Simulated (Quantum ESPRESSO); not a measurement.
# How biaxial strain moves the moments of SrMn2As2

Aim: follow moments and order energies of SrMn2As2 with biaxial strain.

Program: Quantum ESPRESSO 7.5. Level of theory: LDA; plane waves with GBRV 1.5 LDA potentials, no spin-orbit coupling. Results are calculated unless marked as measured.

### Step 1. Starting point

The structure is trigonal, space group P-3m1 (No. 164). Conventional cell: a = 4.076 Å, b = 4.076 Å, c = 7.351 Å, α = 90.00°, β = 90.00°, γ = 120.00°. Nearest to Sr lie 6 As at 3.14 Å. Mn has 4 As at 2.43 to 2.48 Å nearest. Nearest to As lie 4 Mn at 2.43 to 2.48 Å and 3 Sr at 3.14 Å. Farther neighbours are not listed.

As a file:

```cif
data_structure
_symmetry_space_group_name_H-M 'P 1'
_symmetry_Int_Tables_number 1
_cell_length_a 4.0763
_cell_length_b 4.0763
_cell_length_c 7.3515
_cell_angle_alpha 90.000
_cell_angle_beta 90.000
_cell_angle_gamma 120.000
_cell_volume 105.79
loop_
_atom_site_label
_atom_site_type_symbol
_atom_site_fract_x
_atom_site_fract_y
_atom_site_fract_z
_atom_site_occupancy
Sr1 Sr 0.00000 0.00000 0.00000 1
Mn2 Mn 0.66667 0.33333 0.38768 1
Mn3 Mn 0.33333 0.66667 0.61232 1
As4 As 0.66667 0.33333 0.71796 1
As5 As 0.33333 0.66667 0.28204 1
```

The cell comes from Materials Project 2023-11-01, a database of computed structures, and need not be the stable phase.

### Step 2. Biaxial 0.94, ferro ++

Lengths in the Cartesian xy plane scale by the factor; z is kept. Atoms keep their fractional places. Seeded atoms are those given a starting moment.

Contents of pw.in:

```
&CONTROL
  calculation = 'scf'
  prefix = 'pwscf'
  outdir = './tmp'
  pseudo_dir = './pseudo'
  disk_io = 'nowf'
  tprnfor = .true.
  tstress = .true.
/
&SYSTEM
  ibrav = 0
  celldm(1) = 8
  nat = 5
  ntyp = 3
  ecutwfc = 40
  ecutrho = 280
  nbnd = 38
  occupations = 'smearing'
  smearing = 'fd'
  degauss = 0.00999582
  nspin = 2
  starting_magnetization(1) = 0
  starting_magnetization(2) = 0.2333
  starting_magnetization(3) = 0
/
&ELECTRONS
  conv_thr = 1d-08
  electron_maxstep = 150
  mixing_beta = 0.3
/
ATOMIC_SPECIES
Sr     87.6200 sr_lda_v1.uspp.F.UPF
Mn     54.9380 mn_lda_v1.5.uspp.F.UPF
As     74.9216 as_lda_v1.uspp.F.UPF
CELL_PARAMETERS alat
   0.9051153634979    0.0000000000000    0.0000000000000
  -0.4525576817596    0.7838528981476    0.0000000000000
   0.0000000000000    0.0000000000000    1.7365324055280
ATOMIC_POSITIONS crystal
Sr      0.0000000000    0.0000000000    0.0000000000
Mn      0.6666666700    0.3333333300    0.3876830000
Mn      0.3333333300    0.6666666700    0.6123170000
As      0.6666666700    0.3333333300    0.7179570000
As      0.3333333300    0.6666666700    0.2820430000
K_POINTS automatic
8 8 4 0 0 0
```

Launch:

```bash
$ OMP_NUM_THREADS=1 mpirun -n 4 pw.x -nk 4 -in pw.in > pw.out
```

Log:

```text
Program PWSCF v.7.5 starts

     Message from routine setup:
     using ibrav=0 with symmetry is DISCOURAGED, use correct ibrav instead

     K-points division:     npool     =       4
     Subspace diagonalization in iterative solution of the eigenvalue problem:

     bravais-lattice index     =            0
     lattice parameter (alat)  =       8.0000  a.u.
     unit-cell volume          =     630.7995 (a.u.)^3
     number of atoms/cell      =            5
     number of atomic types    =            3
     number of electrons       =        50.00
     number of Kohn-Sham states=           38
     kinetic-energy cutoff     =      40.0000  Ry
     charge density cutoff     =     280.0000  Ry
     scf convergence threshold =      1.0E-08
     mixing beta               =       0.3000
     number of iterations used =            8  plain     mixing
     Exchange-correlation= SLA  PZ   NOGX NOGC
                           (   1   1   0   0   0   0   0)

     celldm(1)=   8.000000  celldm(2)=   0.000000  celldm(3)=   0.000000
     celldm(4)=   0.000000  celldm(5)=   0.000000  celldm(6)=   0.000000

     crystal axes: (cart. coord. in units of alat)
               a(1) = (   0.905115   0.000000   0.000000 )
               a(2) = (  -0.452558   0.783853   0.000000 )
               a(3) = (   0.000000   0.000000   1.736532 )

     reciprocal axes: (cart. coord. in units 2 pi/alat)
               b(1) = (  1.104832  0.637875 -0.000000 )
               b(2) = (  0.000000  1.275750  0.000000 )
               b(3) = (  0.000000 -0.000000  0.575860 )

     PseudoPot. # 1 for Sr read from file:
     sr_lda_v1.uspp.F.UPF
     Pseudo is Ultrasoft + core correction, Zval = 10.0

     PseudoPot. # 2 for Mn read from file:
     mn_lda_v1.5.uspp.F.UPF
     Pseudo is Ultrasoft + core correction, Zval = 15.0

     PseudoPot. # 3 for As read from file:
     as_lda_v1.uspp.F.UPF
     Pseudo is Ultrasoft + core correction, Zval =  5.0

     atomic species   valence    mass     pseudopotential
     Sr               10.00    87.62000     Sr( 1.00)
     Mn               15.00    54.93800     Mn( 1.00)
     As                5.00    74.92160     As( 1.00)

     Starting magnetic structure
     atomic species   magnetization
     Sr              0.000
     Mn              0.233
     As              0.000

     12 Sym. Ops., with inversion, found

   Cartesian axes

     site n.     atom                  positions (alat units)
         1        Sr     tau(   1) = (   0.0000000   0.0000000   0.0000000  )
         2        Mn     tau(   2) = (   0.4525577   0.2612843   0.6732241  )
         3        Mn     tau(   3) = (  -0.0000000   0.5225686   1.0633083  )
         4        As     tau(   4) = (   0.4525577   0.2612843   1.2467556  )
         5        As     tau(   5) = (  -0.0000000   0.5225686   0.4897768  )

     number of k points=    35  Fermi-Dirac smearing, width (Ry)=  0.0100
                       cart. coord. in units 2pi/alat
        k(    1) = (   0.0000000   0.0000000   0.0000000), wk =   0.0039062
        k(    2) = (   0.0000000   0.0000000   0.1439651), wk =   0.0078125
        k(    3) = (   0.0000000   0.0000000  -0.2879301), wk =   0.0039062
        k(    4) = (   0.0000000   0.1594687   0.0000000), wk =   0.0234375
        k(    5) = (   0.0000000   0.1594687   0.1439651), wk =   0.0234375
        [... 30 further k-points ...]

     Dense  grid:    49963 G-vectors     FFT dimensions: (  40,  40,  75)

     Smooth grid:    21637 G-vectors     FFT dimensions: (  30,  30,  60)

     Check: negative core charge=   -0.000021
     Generating pointlists ...
     new r_m :   0.2954 (alat units)  2.3635 (a.u.) for type    1
     new r_m :   0.2285 (alat units)  1.8276 (a.u.) for type    2
     new r_m :   0.2285 (alat units)  1.8276 (a.u.) for type    3

     Initial potential from superposition of free atoms

     starting charge      48.9724, renormalised to      50.0000

     negative rho (up, down):  3.275E-02 3.276E-02
     Starting wfcs are   47 randomized atomic wfcs

     Self-consistent Calculation

     iteration #  1     ecut=    40.00 Ry     beta= 0.30
     Davidson diagonalization with overlap
     ethr =  1.00E-02,  avg # of iterations =  3.1

     negative rho (up, down):  3.248E-02 3.251E-02

     total energy              =    -572.09508380 Ry
     estimated scf accuracy    <       1.34771037 Ry

     total magnetization       =     4.90 Bohr mag/cell
     absolute magnetization    =     5.20 Bohr mag/cell

     iteration #  2     ecut=    40.00 Ry     beta= 0.30
     Davidson diagonalization with overlap
     ethr =  2.70E-03,  avg # of iterations =  2.1

     negative rho (up, down):  3.245E-02 3.250E-02

     total energy              =    -572.20522494 Ry
     estimated scf accuracy    <       0.67324387 Ry

     total magnetization       =     4.71 Bohr mag/cell
     absolute magnetization    =     5.26 Bohr mag/cell

     [... further iterations left out ...]

     iteration # 14     ecut=    40.00 Ry     beta= 0.30
     Davidson diagonalization with overlap
     ethr =  7.92E-11,  avg # of iterations =  4.2

     negative rho (up, down):  3.297E-02 3.307E-02

     total energy              =    -572.35695712 Ry
     estimated scf accuracy    <       0.00000001 Ry

     total magnetization       =     4.08 Bohr mag/cell
     absolute magnetization    =     4.50 Bohr mag/cell

     iteration # 15     ecut=    40.00 Ry     beta= 0.30
     Davidson diagonalization with overlap
     ethr =  2.65E-11,  avg # of iterations =  2.1

     negative rho (up, down):  3.297E-02 3.307E-02

     Magnetic moment per site  (integrated on atomic sphere of radius R)
     atom   1 (R=0.295)  charge=  8.0993  magn=  0.0002
     atom   2 (R=0.228)  charge= 13.0334  magn=  1.9543
     atom   3 (R=0.228)  charge= 13.0334  magn=  1.9543
     atom   4 (R=0.228)  charge=  2.5584  magn= -0.0606
     atom   5 (R=0.228)  charge=  2.5584  magn= -0.0606

     End of self-consistent calculation

     [... lines left out ...]
     the Fermi energy is    10.8931 ev

!    total energy              =    -572.35695712 Ry
     estimated scf accuracy    <          5.9E-10 Ry
     smearing contrib. (-TS)   =      -0.01750943 Ry
     internal energy E=F+TS    =    -572.33944769 Ry

     The total energy is F=E-TS. E is the sum of the following terms:
     one-electron contribution =    -347.07645314 Ry
     hartree contribution      =     193.32519732 Ry
     xc contribution           =    -133.33431118 Ry
     ewald contribution        =    -285.25388068 Ry

     total magnetization       =     4.08 Bohr mag/cell
     absolute magnetization    =     4.50 Bohr mag/cell

     convergence has been achieved in  15 iterations

     negative rho (up, down):  3.297E-02 3.307E-02

     Forces acting on atoms (cartesian axes, Ry/au):

     atom    1 type  1   force =    -0.00000000    0.00000000    0.00000000
     atom    2 type  2   force =    -0.00000000   -0.00000000    0.03509466
     atom    3 type  2   force =    -0.00000000   -0.00000000   -0.03509466
     atom    4 type  3   force =    -0.00000000    0.00000000   -0.01607404
     atom    5 type  3   force =     0.00000000    0.00000000    0.01607404

     Total force =     0.054590     Total SCF correction =     0.000168

     Computing stress (Cartesian axis) and pressure

     negative rho (up, down):  3.297E-02 3.307E-02
          total   stress  (Ry/bohr**3)                   (kbar)     P=       -3.28
   0.00014241   0.00000000  -0.00000000           20.95        0.00       -0.00
   0.00000000   0.00014241  -0.00000000            0.00       20.95       -0.00
   0.00000000   0.00000000  -0.00035162            0.00        0.00      -51.72

=------------------------------------------------------------------------------=
   JOB DONE.
=------------------------------------------------------------------------------=
```

Elapsed: 59 s, on 4 MPI ranks of Intel Xeon 6975P-C (Granite Rapids), shared host; peak memory 0.62 GiB.

Spin moment in the atom's sphere by atom:

```csv
atom,spin moment in the atom's sphere (μB)
Sr1,0.00
Mn2,1.95
Mn3,1.95
As4,-0.06
As5,-0.06
```

This step gave:

| Property | Result |
| --- | --- |
| smearing term TS | 0.2382 eV |
| pressure | -0.3275 GPa |
| magnetization | 4.08 μB |
| absolute magnetization | 4.501 μB |
| final state | ferromagnetic |

### Step 3. Biaxial 0.94, antiferro +-

pw.in: that of step 2 with these lines changed.

```diff
@@ -13,6 +13,6 @@
   nat = 5
-  ntyp = 3
+  ntyp = 4
   ecutwfc = 40
   ecutrho = 280
-  nbnd = 38
+  nbnd = 34
   occupations = 'smearing'
@@ -23,3 +23,4 @@
   starting_magnetization(2) = 0.2333
-  starting_magnetization(3) = 0
+  starting_magnetization(3) = -0.2333
+  starting_magnetization(4) = 0
 /
@@ -32,3 +33,4 @@
 Sr     87.6200 sr_lda_v1.uspp.F.UPF
-Mn     54.9380 mn_lda_v1.5.uspp.F.UPF
+Mn1    54.9380 mn_lda_v1.5.uspp.F.UPF
+Mn2    54.9380 mn_lda_v1.5.uspp.F.UPF
 As     74.9216 as_lda_v1.uspp.F.UPF
@@ -40,4 +42,4 @@
 Sr      0.0000000000    0.0000000000    0.0000000000
-Mn      0.6666666700    0.3333333300    0.3876830000
-Mn      0.3333333300    0.6666666700    0.6123170000
+Mn1     0.6666666700    0.3333333300    0.3876830000
+Mn2     0.3333333300    0.6666666700    0.6123170000
 As      0.6666666700    0.3333333300    0.7179570000
```

Log:

```text
     [... lines left out ...]
Program PWSCF v.7.5 starts
     [... lines left out ...]
     number of atoms/cell      =            5
     [... lines left out ...]
     number of electrons       =        50.00
     number of Kohn-Sham states=           34
     kinetic-energy cutoff     =      40.0000  Ry
     charge density cutoff     =     280.0000  Ry
     scf convergence threshold =      1.0E-08
     [... lines left out ...]
      6 Sym. Ops. (no inversion) found
     [... lines left out ...]
     number of k points=    35  Fermi-Dirac smearing, width (Ry)=  0.0100
     [... lines left out ...]
     iteration # 18     ecut=    40.00 Ry     beta= 0.30
     [... lines left out ...]
     Magnetic moment per site  (integrated on atomic sphere of radius R)
     atom   1 (R=0.295)  charge=  8.0963  magn= -0.0000
     atom   2 (R=0.228)  charge= 13.0249  magn=  2.4192
     atom   3 (R=0.228)  charge= 13.0249  magn= -2.4191
     atom   4 (R=0.228)  charge=  2.5742  magn=  0.0205
     atom   5 (R=0.228)  charge=  2.5742  magn= -0.0205
     [... lines left out ...]
     the Fermi energy is    10.9900 ev
!    total energy              =    -572.35671390 Ry
     estimated scf accuracy    <          2.1E-09 Ry
     smearing contrib. (-TS)   =      -0.01932296 Ry
     [... lines left out ...]
     total magnetization       =     0.00 Bohr mag/cell
     absolute magnetization    =     5.61 Bohr mag/cell
     convergence has been achieved in  18 iterations
     [... lines left out ...]
     Total force =     0.051845     Total SCF correction =     0.000066
     [... lines left out ...]
          total   stress  (Ry/bohr**3)                   (kbar)     P=       30.14
     [... lines left out ...]
```

It took 66 s on 4 MPI ranks; peak memory 0.61 GiB; 4.4 min of CPU time.

Spin moment in the atom's sphere by atom:

```csv
atom,spin moment in the atom's sphere (μB)
Sr1,0.00
Mn2,2.42
Mn3,-2.42
As4,0.02
As5,-0.02
```

This step gave:

```
smearing term TS       : 0.2629 eV
pressure               : 3.014 GPa
magnetization          : 0 μB
absolute magnetization : 5.609 μB
final state            : antiferromagnetic
```

### Step 4. Biaxial 0.94, no spin polarisation

pw.in: that of step 3 with these lines changed.

```diff
@@ -13,3 +13,3 @@
   nat = 5
-  ntyp = 4
+  ntyp = 3
   ecutwfc = 40
@@ -20,7 +20,2 @@
   degauss = 0.00999582
-  nspin = 2
-  starting_magnetization(1) = 0
-  starting_magnetization(2) = 0.2333
-  starting_magnetization(3) = -0.2333
-  starting_magnetization(4) = 0
 /
@@ -33,4 +28,3 @@
 Sr     87.6200 sr_lda_v1.uspp.F.UPF
-Mn1    54.9380 mn_lda_v1.5.uspp.F.UPF
-Mn2    54.9380 mn_lda_v1.5.uspp.F.UPF
+Mn     54.9380 mn_lda_v1.5.uspp.F.UPF
 As     74.9216 as_lda_v1.uspp.F.UPF
@@ -42,4 +36,4 @@
 Sr      0.0000000000    0.0000000000    0.0000000000
-Mn1     0.6666666700    0.3333333300    0.3876830000
-Mn2     0.3333333300    0.6666666700    0.6123170000
+Mn      0.6666666700    0.3333333300    0.3876830000
+Mn      0.3333333300    0.6666666700    0.6123170000
 As      0.6666666700    0.3333333300    0.7179570000
```

Log:

```text
     [... lines left out ...]
Program PWSCF v.7.5 starts
     [... lines left out ...]
     number of atoms/cell      =            5
     [... lines left out ...]
     number of electrons       =        50.00
     number of Kohn-Sham states=           34
     kinetic-energy cutoff     =      40.0000  Ry
     charge density cutoff     =     280.0000  Ry
     scf convergence threshold =      1.0E-08
     [... lines left out ...]
     12 Sym. Ops., with inversion, found
     [... lines left out ...]
     number of k points=    35  Fermi-Dirac smearing, width (Ry)=  0.0100
     [... lines left out ...]
     iteration # 12     ecut=    40.00 Ry     beta= 0.30
     [... lines left out ...]
     the Fermi energy is    10.8391 ev
!    total energy              =    -572.33155788 Ry
     estimated scf accuracy    <          7.7E-09 Ry
     smearing contrib. (-TS)   =      -0.03316294 Ry
     [... lines left out ...]
     convergence has been achieved in  12 iterations
     [... lines left out ...]
     Total force =     0.079619     Total SCF correction =     0.000048
     [... lines left out ...]
          total   stress  (Ry/bohr**3)                   (kbar)     P=      -41.14
     [... lines left out ...]
```

Run time: 27 s. Hardware: 4 MPI ranks; peak memory 0.48 GiB.

This step gave:

- smearing term TS: 0.4512 eV
- pressure: -4.114 GPa
- final state: non-magnetic (no spin polarisation)

### Step 5. Biaxial 1.06, ferro ++

pw.in: that of step 4 with these lines changed.

```diff
@@ -16,3 +16,3 @@
   ecutrho = 280
-  nbnd = 34
+  nbnd = 38
   occupations = 'smearing'
@@ -20,2 +20,6 @@
   degauss = 0.00999582
+  nspin = 2
+  starting_magnetization(1) = 0
+  starting_magnetization(2) = 0.2333
+  starting_magnetization(3) = 0
 /
@@ -31,4 +35,4 @@
 CELL_PARAMETERS alat
-   0.9051153634979    0.0000000000000    0.0000000000000
-  -0.4525576817596    0.7838528981476    0.0000000000000
+   1.0206620056485    0.0000000000000    0.0000000000000
+  -0.5103310028373    0.8839192255687    0.0000000000000
    0.0000000000000    0.0000000000000    1.7365324055280
```

Log:

```text
     [... lines left out ...]
Program PWSCF v.7.5 starts
     [... lines left out ...]
     number of atoms/cell      =            5
     [... lines left out ...]
     number of electrons       =        50.00
     number of Kohn-Sham states=           38
     kinetic-energy cutoff     =      40.0000  Ry
     charge density cutoff     =     280.0000  Ry
     scf convergence threshold =      1.0E-08
     [... lines left out ...]
     12 Sym. Ops., with inversion, found
     [... lines left out ...]
     number of k points=    35  Fermi-Dirac smearing, width (Ry)=  0.0100
     [... lines left out ...]
     iteration # 14     ecut=    40.00 Ry     beta= 0.30
     [... lines left out ...]
     Magnetic moment per site  (integrated on atomic sphere of radius R)
     atom   1 (R=0.316)  charge=  8.1903  magn=  0.0160
     atom   2 (R=0.237)  charge= 13.0325  magn=  3.1326
     atom   3 (R=0.237)  charge= 13.0325  magn=  3.1326
     atom   4 (R=0.237)  charge=  2.6571  magn= -0.0678
     atom   5 (R=0.237)  charge=  2.6571  magn= -0.0678
     [... lines left out ...]
     the Fermi energy is     8.0465 ev
!    total energy              =    -572.28345585 Ry
     estimated scf accuracy    <          1.2E-09 Ry
     smearing contrib. (-TS)   =      -0.02549686 Ry
     [... lines left out ...]
     total magnetization       =     6.84 Bohr mag/cell
     absolute magnetization    =     7.25 Bohr mag/cell
     convergence has been achieved in  14 iterations
     [... lines left out ...]
     Total force =     0.016328     Total SCF correction =     0.000125
     [... lines left out ...]
          total   stress  (Ry/bohr**3)                   (kbar)     P=      -94.20
     [... lines left out ...]
```

Run time: 71 s. Hardware: 4 MPI ranks; peak memory 0.69 GiB; 4.7 min of CPU time.

Numbers from this step:

| Item | Value |
| --- | --- |
| smearing term TS | 0.3469 eV |
| pressure | -9.420 GPa |
| magnetization | 6.841 μB |
| absolute magnetization | 7.251 μB |
| final state | ferromagnetic |
| largest moment | 3.133 μB |

### Step 6. Trends

The runs not shown differ from these in the moved quantity alone.

States, by row:

```csv
biaxial,ferro ++,antiferro +-,no spin polarisation
0.94,ferromagnetic,antiferromagnetic,non-magnetic
0.96,ferromagnetic,antiferromagnetic,non-magnetic
0.98,ferromagnetic,antiferromagnetic,non-magnetic
1,ferromagnetic,antiferromagnetic,non-magnetic
1.02,ferromagnetic,antiferromagnetic,non-magnetic
1.04,ferromagnetic,antiferromagnetic,non-magnetic
1.06,ferromagnetic,antiferromagnetic,non-magnetic
```

Table of largest site moment by biaxial:

```csv
biaxial (factor),ferro ++ (μB),antiferro +- (μB)
0.9400,1.95,2.42
0.9600,2.15,2.69
0.9800,2.36,2.91
1.0000,2.56,3.08
1.0200,2.76,3.23
1.0400,2.95,3.35
1.0600,3.13,3.46
```

Energy less that of the parallel start against biaxial; values in meV a seeded atom:

```csv
biaxial (factor),antiferro +-,no spin polarisation
0.9400,1.65,173
0.9600,-58.8,221
0.9800,-121,278
1.0000,-179,346
1.0200,-231,424
1.0400,-273,513
1.0600,-304,612
```

Energy over the lowest against biaxial; values in meV an atom:

```csv
biaxial (factor),ferro ++,antiferro +-,no spin polarisation
0.9400,30.0,30.7,99.1
0.9600,30.1,6.52,118
0.9800,48.3,0,160
1.0000,80.5,8.90,219
1.0200,123,31.0,293
1.0400,174,64.7,379
1.0600,230,108,475
```

### Step 7. Results

```json
{
  "moment, parallel start": "1.95 to 3.13 μB",
  "states met from these starts": "antiferromagnetic and ferromagnetic"
}
```

In words: The moment of the parallel start goes from 1.95 μB at 0.94 to 3.13 μB at 1.06. The net moment of the cell goes from 4.08 to 6.84 μB. The radius of the spheres follows the nearest distance, so part of the change of the site moments is the spheres'. The largest moment of the start antiferro +- lies between 2.42 and 3.46 μB. The start antiferro +- crosses the parallel one in energy within the series: it lies lower at 0.96, 0.98, 1, 1.02, 1.04 and 1.06. Energies are free energies at an electronic temperature of 1580 K, which lowers moments and differences where the moments are itinerant.

[Logs and program files are shortened in this print: banners, set-up blocks, solver, clock and traceback lines can be left out without a mark of their own.]

[Logs are printed without paths, hosts, clocks, repeated set-up lines and the standing remarks that a program may print on its own settings, such as how far it seeks lower states.]

[Hosts, paths, dates, database ids (printed as entryN), source tags and the programs' standing remarks are cut or masked in the printed files.]

[Where a cell is said to come from a database of computed structures, the database is the Materials Project.]
